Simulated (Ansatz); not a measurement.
Planning a run of Ansatz 0.2.0 on TaAgO3 (R-3c). The input:

```yaml
crystal:
  lattice:
    - [2.7064766935, 1.5625850476, 4.5718061098]
    - [-2.7064766935, 1.5625850476, 4.5718061098]
    - [0.0, -3.1251700951, 4.5718061098]
  atoms:
    - { symbol: Ta, position: [0.0004248113, 0.0004248113, 0.0004248113] }
    - { symbol: Ta, position: [0.5004248113, 0.5004248113, 0.5004248113] }
    - { symbol: Ag, position: [0.2504292213, 0.2504292213, 0.2504292213] }
    - { symbol: Ag, position: [0.7504292213, 0.7504292213, 0.7504292213] }
    - { symbol: O, position: [0.8247564791, 0.6761352784, 0.2504542099] }
    - { symbol: O, position: [0.2504542099, 0.8247564791, 0.6761352784] }
    - { symbol: O, position: [0.6761352784, 0.2504542099, 0.8247564791] }
    - { symbol: O, position: [0.7504542099, 0.1761352784, 0.3247564791] }
    - { symbol: O, position: [0.1761352784, 0.3247564791, 0.7504542099] }
    - { symbol: O, position: [0.3247564791, 0.7504542099, 0.1761352784] }
kpoints:
  mp_grid: { grid: [4, 4, 4] }
  band_path:
    path:
      - [0.0, 0.0, 0.0]
      - [-0.5, -0.5, -0.5]
      - [-0.24788857, -0.75211143, -0.5]
      - [0.24788857, -0.5, -0.24788857]
      - [0.0, -0.5, 0.0]
      - [0.37394429, -0.37394429, 0.0]
      - [0.0, -0.62605571, -0.37394429]
      - [0.0, -0.5, -0.5]
      - [0.1666666667, 0.1666666667, -0.3333333333]
    npoints: 1
hamiltonian:
  xc: hse06
  pseudopotentials: { kind: paw, azcp: { folder: soft_1 } }
scf:
  occupations: { method: fixed }
  n_extra_bands: 7
output:
  eigenvalues: true
```

```sh
ansatz run input.yaml --threads 3 --pin off --max-ram 92160MiB --backend cuda --events-out ev --progress --plain --runs-dir out --devices 1 --max-vram 13GiB
```

Q: Estimate wall time and host memory on 1 × NVIDIA H100 80GB HBM3 (shared by 6 runs) with 3 threads of AMD EPYC 7R13 (Zen 3), shared host.

It took 31 s; on shared hardware allow 16 s to 63 s. Peak host memory was 1.5 GiB. The sizes that set the cost: 2271 plane waves a state, 13 irreducible k points and 15 SCF cycles.

Exact exchange couples every pair of k points and filled bands, so it costs far more than a semilocal run.

[Paths, hosts, dates, memory and timing lines, banners, echoed tables and standing remarks are left out of the program output.]

[Logs are printed without paths, hosts, clocks, repeated set-up lines and the standing remarks that a program may print on its own settings, such as how far it seeks lower states.]

[Runs of the session that timed out or met a known fault of the program may be left out.]

[Cells called generated may have been cut or substituted from an entry of the Crystallography Open Database or the Materials Project.]

[Hosts, paths, dates, database ids (printed as entryN), source tags and the programs' standing remarks are cut or masked in the printed files.]
